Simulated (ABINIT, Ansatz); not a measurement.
# Al2O3 (Corundum): G0W0 on several meshes in ABINIT

Aim: the GW shift of Al2O3 (Corundum) against the k mesh.

Main program and level: ABINIT 10.8.3; PBE and many-body steps on it, plane waves.

## (1) Starting point

It takes space group R-3c (No. 167, trigonal). The conventional cell has a = 4.760 Å, b = 4.760 Å, c = 12.996 Å, α = 90.00°, β = 90.00°, γ = 120.00°. Nearest to Al lie 6 O at 1.85 to 1.97 Å. Nearest to O lie 4 Al at 1.85 to 1.97 Å. Farther neighbours and most contacts between anions are not listed.

Coordinates:

```cif
data_structure
_symmetry_space_group_name_H-M 'P 1'
_symmetry_Int_Tables_number 1
_cell_length_a 5.1302
_cell_length_b 5.1302
_cell_length_c 5.1302
_cell_angle_alpha 55.287
_cell_angle_beta 55.287
_cell_angle_gamma 55.287
_cell_volume 85.02
loop_
_atom_site_label
_atom_site_type_symbol
_atom_site_fract_x
_atom_site_fract_y
_atom_site_fract_z
_atom_site_occupancy
Al1 Al 0.35216 0.35216 0.35216 1
Al2 Al 0.14784 0.14784 0.14784 1
Al3 Al 0.64784 0.64784 0.64784 1
Al4 Al 0.85216 0.85216 0.85216 1
O5 O 0.55668 0.94332 0.25000 1
O6 O 0.25000 0.55668 0.94332 1
O7 O 0.94332 0.25000 0.55668 1
O8 O 0.44332 0.05668 0.75000 1
O9 O 0.75000 0.44332 0.05668 1
O10 O 0.05668 0.75000 0.44332 1
```

The cell and positions come from the Crystallography Open Database and are kept as given unless a step says otherwise.

## (2) Empty states on the mesh, 2×2×2 mesh, 178 bands

This step: ABINIT 10.8.3; DFT, PBE, plane waves, norm-conserving pseudopotentials.

The sums over transitions need many empty states on a uniform mesh; this step solves for them.

Contents of run.abi:

```
acell 3*1.0 Angstrom
rprim 
  2.380249999995 1.374237978213 4.331866666707
  -2.380249999995 1.374237978213 4.331866666707
  -0.000000000000 -2.748475956495 4.331866666685
ntypat 2
znucl 13 8
natom 10
typat 1 1 1 1 2 2 2 2 2 2
xred 
  0.352160000000 0.352160000000 0.352160000000
  0.147840000000 0.147840000000 0.147840000000
  0.647840000000 0.647840000000 0.647840000000
  0.852160000000 0.852160000000 0.852160000000
  0.556680000000 0.943320000000 0.250000000000
  0.250000000000 0.556680000000 0.943320000000
  0.943320000000 0.250000000000 0.556680000000
  0.443320000000 0.056680000000 0.750000000000
  0.750000000000 0.443320000000 0.056680000000
  0.056680000000 0.750000000000 0.443320000000
pp_dirpath "pseudos"
pseudos "Al.upf, O.upf"
ecut 36
ngkpt 2 2 2
nshiftk 1
shiftk 0 0 0
kptopt 1
chksymbreak 0
iscf -2
irdden 1
istwfk *1
nband 178
nbdbuf 16
tolwfr 1e-09
nstep 60
prtvol 0
indata_prefix "in"
outdata_prefix "out"
tmpdata_prefix "tmp"
```

Launch:

```sh
$ OMP_NUM_THREADS=1 mpirun -n 4 abinit run.abi > log
```

Numbers of over 12 decimals in the logs are rounded to 6 here.

What it wrote:

```text
.Version 10.8.3 of ABINIT. v10.8.2 released Aug 2026.

 Symmetries : space group R-3 c (#167); Bravais hR (rhombohedral)
[... echo of the input left out ...]
== DATASET  1 ==================================================================
-   mpi_nproc: 4, omp_nthreads: 1 (-1 if OMP is not activated)

--- !DatasetInfo
iteration_state: {dtset: 1, }
dimensions: {natom: 10, nkpt: 4, mband: 178, nsppol: 1, nspinor: 1, nspden: 1, mpw: 5936, }
cutoff_energies: {ecut:  36.0, pawecutdg:  -1.0, }
[...]
2.73978    2.76910    2.76910    2.79079    2.82553    2.87395    2.92667    2.95786
   2.96324    2.96327    2.96508    2.99007    2.99218    2.99228    3.00848    3.00902
   3.02429    3.04038
 prteigrs : prtvol=0 or 1, do not print more k-points.

== END DATASET(S) ==============================================================
================================================================================

 -outvars: echo values of variables after computation  --------
            nband         178
             nkpt           4
          spgroup         167
 [... the other variables as echoed above ...]

 Calculation completed.
```

The job ended after 44 s (4 MPI ranks of Arm Neoverse V2, shared host; peak memory 0.41 GiB; 2.9 min of CPU time).

This step gave:

| Property | Result |
| --- | --- |
| gap | 6.266 eV |
| k of the valence top | 0, 0, 0 |
| k of the conduction bottom | 0, 0, 0 |
| least direct gap | 6.266 eV |
| k points computed | 4 |
| lowest point of the top converged band, above the valence top | 69.1624 eV |

On this mesh the gap is 6.266 eV.

The density comes from a self-consistent run that is not shown.

## (3) Screening, 2×2×2 mesh, 80 bands, screening to 114.3 eV

The RPA dielectric matrix is built and inverted for each q.

This step: RPA screening on PBE, plane waves, norm-conserving pseudopotentials.

Edit run.abi of step 2 so:

```diff
@@ -28,10 +28,11 @@
 chksymbreak 0
-iscf -2
-irdden 1
 istwfk *1
-nband 178
-nbdbuf 16
-tolwfr 1e-09
-nstep 60
-prtvol 0
+occopt 1
+irdwfk 1
+optdriver 3
+nband 80
+ecuteps 4.2
+inclvkb 2
+awtr 1
+symchi 1
 indata_prefix "in"
```

What it wrote:

```text
.Version 10.8.3 of ABINIT. v10.8.2 released Aug 2026.

 Symmetries : space group R-3 c (#167); Bravais hR (rhombohedral)
[... echo of the input left out ...]
== DATASET  1 ==================================================================
-   mpi_nproc: 4, omp_nthreads: 1 (-1 if OMP is not activated)

--- !DatasetInfo
iteration_state: {dtset: 1, }
dimensions: {natom: 10, nkpt: 4, mband: 80, nsppol: 1, nspinor: 1, nspden: 1, mpw: 5936, }
cutoff_energies: {ecut:  36.0, pawecutdg:  -1.0, }
electrons: {nelect:   4.80000000E+01, charge:   0.00000000E+00, occopt:   1.00000000E+00, tsmear:   1.00000000E-02, }

 SCREENING: Calculation of the susceptibility and dielectric matrices

 Based on a program developped by R.W. Godby, V. Olevano, G. Onida, and L. Reining.
 Incorporated in ABINIT by V. Olevano, G.-M. Rignanese, and M. Torrent.
.Using double precision arithmetic ; gwpc =  8

[... cell and pseudopotentials left out ...]
--------------------------------------------------------------------------------

 ==== K-mesh for the wavefunctions ====
 Number of points in the irreducible wedge :     4
[... list of points left out ...]
 Together with 12 symmetry operations and time-reversal symmetry
 yields     8 points in the full Brillouin Zone.

 ==== Q-mesh for the screening function ====
 Number of points in the irreducible wedge :     4
[... list of points left out ...]
 Together with 12 symmetry operations and time-reversal symmetry
 yields     8 points in the full Brillouin Zone.

 setmesh: FFT mesh size selected  =    36x   36x   36
          total number of points  =        46656

 vcoul_init : cutoff-mode = AUXILIARY_FUNCTION
 q-points for optical limit:   1
     1)      0.000010    0.000020    0.000030

- screening: taking advantage of time-reversal symmetry
- Maximum band index for partially occupied states nbvw = 24
- Remaining bands to be divided among processors   nbcw = 56
- Number of bands treated by each node ~14

 Number of electrons calculated from density =   48.0000; Expected =   48.0000
 average of density, n =  0.083663
 r_s =    1.4184
 omega_plasma =   27.9012 [eV]

 calculating chi0 at frequencies [eV] :
  1    0.000000E+00    0.000000E+00
  2    0.000000E+00    2.790117E+01

--------------------------------------------------------------------------------
  q-point number  1        q = ( 0.000000, 0.000000, 0.000000) [r.l.u.]
--------------------------------------------------------------------------------
[... chi0 elements left out ...]
 For q-point:  0.000010 0.000020 0.000030
  dielectric constant =   3.0977
  dielectric constant without local fields =   3.2860

  Average fulfillment of the sum rule on Im[epsilon] for q-point    1 :     38.70  [%]
[... wings left out ...]
  q-point number  2        q = ( 0.500000, 0.000000, 0.000000) [r.l.u.]
--------------------------------------------------------------------------------
[... chi0 elements left out ...]
  Average fulfillment of the sum rule on Im[epsilon] for q-point    2 :     47.20  [%]

 [... 2 further q-points ...]
```

It took 15 s on 4 MPI ranks; peak memory 0.9 GiB; 58 s of CPU time.

Numbers from this step:

- ε∞ with local fields, on this mesh, along the program's q direction: 3.098
- the same without local fields: 3.286
- plasma frequency: 27.90 eV
- plane waves in the screening matrix: 235

Local fields lower ε∞ by 6 %. On a Γ-centred mesh this coarse the value itself is usually too large, while a short band sum pulls it down.

## (4) 2×2×2

The self-energy is evaluated for the states that the input lists, and the levels follow from it, in one-shot runs by the linearised quasiparticle equation.

This step: G0W0 on PBE, plane waves, norm-conserving pseudopotentials.

Edit run.abi of step 3 so:

```diff
@@ -31,8 +31,15 @@
 irdwfk 1
-optdriver 3
+optdriver 4
 nband 80
+gwcalctyp 0
+ecutsigx 36
+symsigma 1
+nkptgw 1
+kptgw 
+  0.0000000000 0.0000000000 0.0000000000
+bdgw 
+  22 26
 ecuteps 4.2
-inclvkb 2
-awtr 1
-symchi 1
+irdscr 1
+ppmodel 1
 indata_prefix "in"
```

What it wrote:

```text
.Version 10.8.3 of ABINIT. v10.8.2 released Aug 2026.

 Symmetries : space group R-3 c (#167); Bravais hR (rhombohedral)
[... echo of the input left out ...]
== DATASET  1 ==================================================================
-   mpi_nproc: 4, omp_nthreads: 1 (-1 if OMP is not activated)

--- !DatasetInfo
iteration_state: {dtset: 1, }
dimensions: {natom: 10, nkpt: 4, mband: 80, nsppol: 1, nspinor: 1, nspden: 1, mpw: 5936, }
cutoff_energies: {ecut:  36.0, pawecutdg:  -1.0, }
electrons: {nelect:   4.80000000E+01, charge:   0.00000000E+00, occopt:   1.00000000E+00, tsmear:   1.00000000E-02, }

 SIGMA: Calculation of the GW corrections

 Based on a program developped by R.W. Godby, V. Olevano, G. Onida, and L. Reining.
 Incorporated in ABINIT by V. Olevano, G.-M. Rignanese, and M. Torrent.
.Using double precision arithmetic ; gwpc =  8

[... cell and pseudopotentials left out ...]
--------------------------------------------------------------------------------

 ==== K-mesh for the wavefunctions ====
 Number of points in the irreducible wedge :     4
[... list of points left out ...]
 Together with 12 symmetry operations and time-reversal symmetry
 yields     8 points in the full Brillouin Zone.

 ==== Q-mesh for screening function ====
 Number of points in the irreducible wedge :     4
[... list of points left out ...]
 Together with 12 symmetry operations and time-reversal symmetry
 yields     8 points in the full Brillouin Zone.

 vcoul_init : cutoff-mode = AUXILIARY_FUNCTION
 q-points for optical limit:   1
     1)      0.000010    0.000020    0.000030
 setmesh: FFT mesh size selected  =    54x   54x   54
          total number of points  =       157464

 Number of electrons calculated from density =   48.0000; Expected =   48.0000
 average of density, n =  0.083663
 r_s =    1.4184
 omega_plasma =   27.9012 [eV]

 === KS Band Gaps ===
  >>>> For spin  1
   Minimum direct gap =   6.2663 [eV], located at k-point      :   0.0000  0.0000  0.0000
   Fundamental gap    =   6.2663 [eV], Top of valence bands at :   0.0000  0.0000  0.0000
                                       Bottom of conduction at :   0.0000  0.0000  0.0000
 SIGMA fundamental parameters:
 PLASMON POLE MODEL  1
 number of plane-waves for SigmaX                 5879
 number of plane-waves for SigmaC and W            235
 number of plane-waves for wavefunctions          5879
 number of bands                                    80
 number of independent spin polarizations            1
 number of spinorial components                      1
 number of k-points in IBZ                           4
 number of q-points in IBZ                           4
 number of symmetry operations                      12
 number of k-points in BZ                            8
 number of q-points in BZ                            8
 number of frequencies for dSigma/dE                 9
 frequency step for dSigma/dE [eV]                0.25
 number of omega for Sigma on real axis              0
 max omega for Sigma on real axis  [eV]           0.00
 zcut for avoiding poles [eV]                     0.10

 EPSILON^-1 parameters (SCR file):
 dimension of the eps^-1 matrix on file            235
 dimension of the eps^-1 matrix used               235
 number of plane-waves for wavefunctions          5879
 number of bands                                    80
 number of q-points in IBZ                           4
 number of frequencies                               2
 number of real frequencies                          1
 number of imag frequencies                          1

 matrix elements of self-energy operator (all in [eV])

 Perturbative Calculation

--- !SelfEnergy_ee
iteration_state: {dtset: 1, }
kpoint     : [   0.000,    0.000,    0.000, ]
spin       : 1
KS_gap     :    6.266
QP_gap     :    8.378
Delta_QP_KS:    2.112
data: !SigmaeeData |
     Band     E0 <VxcDFT>   SigX SigC(E0)      Z dSigC/dE  Sig(E)    E-E0       E
       22   5.137 -20.469 -25.362   4.494   0.824  -0.213 -20.797  -0.328   4.809
       23   5.137 -20.469 -25.362   4.494   0.824  -0.213 -20.797  -0.328   4.809
       24   5.182 -20.399 -25.232   4.459   0.825  -0.212 -20.708  -0.308   4.873
       25  11.448 -13.775  -8.656  -3.024   0.861  -0.161 -11.971   1.804  13.252
       26  14.369 -11.418  -5.974  -3.325   0.869  -0.151  -9.577   1.841  16.210

== END DATASET(S) ==============================================================
================================================================================

 -outvars: echo values of variables after computation  --------
           etotal      0.0000000000E+00
            nband          80
             nkpt           4
          spgroup         167
 [... the other variables as echoed above ...]

 Calculation completed.
```

Wall time 3.3 s (4 MPI ranks); peak memory 0.66 GiB; 13 s of CPU time.

This step gave:

```
G0W0 gap on the points computed              : 8.379 eV
starting gap on the mesh                     : 6.266 eV
k of the valence top                         : 0, 0, 0
k of the conduction bottom                   : 0, 0, 0
Z at the valence top                         : 0.825
Z at the conduction bottom                   : 0.861
least direct G0W0 gap on the computed points : 8.379 eV
```

The gap on the mesh goes from 6.27 eV to 8.38 eV, a correction of +2.11 eV.

## (5) Empty states on the mesh, 4×4×4 mesh, 88 bands

This step: DFT, PBE, plane waves, norm-conserving pseudopotentials.

Edit run.abi of step 4 so:

```diff
@@ -23,3 +23,3 @@
 ecut 36
-ngkpt 2 2 2
+ngkpt 4 4 4
 nshiftk 1
@@ -28,18 +28,10 @@
 chksymbreak 0
+iscf -2
+irdden 1
 istwfk *1
-occopt 1
-irdwfk 1
-optdriver 4
-nband 80
-gwcalctyp 0
-ecutsigx 36
-symsigma 1
-nkptgw 1
-kptgw 
-  0.0000000000 0.0000000000 0.0000000000
-bdgw 
-  22 26
-ecuteps 4.2
-irdscr 1
-ppmodel 1
+nband 88
+nbdbuf 8
+tolwfr 1e-09
+nstep 60
+prtvol 0
 indata_prefix "in"
```

What it wrote:

```text
.Version 10.8.3 of ABINIT. v10.8.2 released Aug 2026.

 Symmetries : space group R-3 c (#167); Bravais hR (rhombohedral)
[... echo of the input left out ...]
== DATASET  1 ==================================================================
-   mpi_nproc: 4, omp_nthreads: 1 (-1 if OMP is not activated)

--- !DatasetInfo
iteration_state: {dtset: 1, }
dimensions: {natom: 10, nkpt: 13, mband: 88, nsppol: 1, nspinor: 1, nspden: 1, mpw: 5940, }
cutoff_energies: {ecut:  36.0, pawecutdg:  -1.0, }
[...]
1.45447    1.45447    1.49158    1.53501    1.55218    1.55218    1.60000    1.60000
   1.61910    1.61910    1.69677    1.70130    1.70132    1.70636    1.72435    1.76257
 prteigrs : prtvol=0 or 1, do not print more k-points.

== END DATASET(S) ==============================================================
================================================================================

 -outvars: echo values of variables after computation  --------
            nband          88
             nkpt          13
          spgroup         167
 [... the other variables as echoed above ...]

 Calculation completed.
```

The job ended after 64 s (4 MPI ranks; peak memory 0.41 GiB; 4.2 min of CPU time).

This step gave:

- gap: 6.266 eV
- k of the valence top: 0, 0, 0
- k of the conduction bottom: 0, 0, 0
- least direct gap: 6.266 eV
- k points computed: 13
- lowest point of the top converged band, above the valence top: 36.68 eV

On this mesh the gap is 6.266 eV.

[end of part 1 of 2]

[Paths, hosts, dates, memory and timing lines, banners, echoed tables and standing remarks are left out of the program output.]

[Logs are printed without paths, hosts, clocks, repeated set-up lines and the standing remarks that a program may print on its own settings, such as how far it seeks lower states.]

[Runs of the session that timed out or met a known fault of the program may be left out.]

[No measured gap is set beside runs whose start may be inverted or whose files or cutoffs have a known fault.]

[Hosts, paths, dates, database ids (printed as entryN), source tags and the programs' standing remarks are cut or masked in the printed files.]

[G0W0 gaps are taken among the corrected bands and points alone; a level outside them can change the order at an edge.]

[Where Ansatz stands beside ABINIT at settings called matched, ABINIT's density can come from a denser mesh and the files from another edition; pairs whose starting gaps differed by over 0.03 eV were left out, so agreement reads better than it is.]
